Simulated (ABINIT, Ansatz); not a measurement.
# Calculated records

```
! title: Sr2NbGaO6 (Fm-3m): one start, several treatments of the self-energy
! method: RPA screening on PBEsol, plane waves, norm-conserving pseudopotentials (and 4 further levels or steps)
! program: ABINIT 10.8.3
! settings: cutoff 37 Ha, PseudoDojo scalar-relativistic 0.4.1 standard, norm-conserving, ngkpt (2, 2, 2), nband 125, ecuteps 4.2 Ha, gwcalctyp 2, nfreqre 16, nfreqim 8, inclvkb 2, freqremax 40 eV, spmeth 1, nomegasf 120, shiftk (0, 0, 0), symchi 1, awtr 1, frequency cd, 2×2×2 k-mesh
! cost: 9 runs, 4.8 min in all on 4 MPI ranks of Intel Xeon 6975P-C (Granite Rapids), shared host
! notes: The program’s warnings: Min real frequency set to default [Ha] = and nproc spkpt=  >= nkpt= * nsppol=. The cell and positions are those that the Materials Project relaxed with its own functionals (PBE, PBE+U or r2SCAN), kept fixed. Limits: no spin-orbit coupling. The 2×2×2 mesh is coarse for this cell, which bears on the long-range parts of exchange and screening. The norm-conserving file of at least one element keeps a d shell over frozen s and p shells of the same row. Exchange with those shells is missing from the self-energy, an error of 0.3 to 0.9 eV in cases checked, whose sign depends on which edge lies on those atoms.
! G0W0, Godby-Needs plasmon pole: 4.958 eV
! G0W0, Engel-Farid plasmon pole: 4.999 eV
! G0W0, Hybertsen-Louie plasmon pole: 5.548 eV
! one-shot COHSEX: 5.406 eV
! one-shot Hartree-Fock: 13.799 eV
! G0W0, contour deformation: 4.906 eV
! known limits: short of the basis limit; exchange with frozen shells missing; no spin-orbit coupling; coarse k mesh
CELL_PARAMETERS angstrom
0.00000 4.00020 4.00020
4.00020 0.00000 4.00020
4.00020 4.00020 0.00000
ATOMIC_POSITIONS crystal
Sr 0.25000 0.25000 0.25000
Sr 0.75000 0.75000 0.75000
Nb 0.00000 0.00000 0.00000
Ga 0.50000 0.50000 0.50000
O 0.74922 0.25078 0.25078
O 0.25078 0.74922 0.74922
O 0.25078 0.25078 0.74922
O 0.74922 0.74922 0.25078
O 0.25078 0.74922 0.25078
O 0.74922 0.25078 0.74922
```

[Long decimals in the printed logs are rounded to 6 places.]

[Logs are printed without paths, hosts, clocks, repeated set-up lines and the standing remarks that a program may print on its own settings, such as how far it seeks lower states.]

[Paths, hosts, dates, memory and timing lines, banners, echoed tables and standing remarks are left out of the program output; an Ansatz launch command may be rebuilt from the run's recorded settings. Measured values are a selection of at most five: reports struck by readers or far from the other reports are left out. None is set beside runs whose start may be inverted or whose files or cutoffs have a known fault.]

[Runs of the session that timed out or met a known fault of the program may be left out.]

[Hosts, paths, dates, database ids (printed as entryN), source tags and the programs' standing remarks are cut or masked in the printed files.]

[G0W0 gaps are taken among the corrected bands and points alone; a level outside them can change the order at an edge.]

[Where Ansatz stands beside ABINIT at settings called matched, ABINIT's density can come from a denser mesh and the files from another edition; pairs whose starting gaps differed by over 0.03 eV were left out, so agreement reads better than it is.]
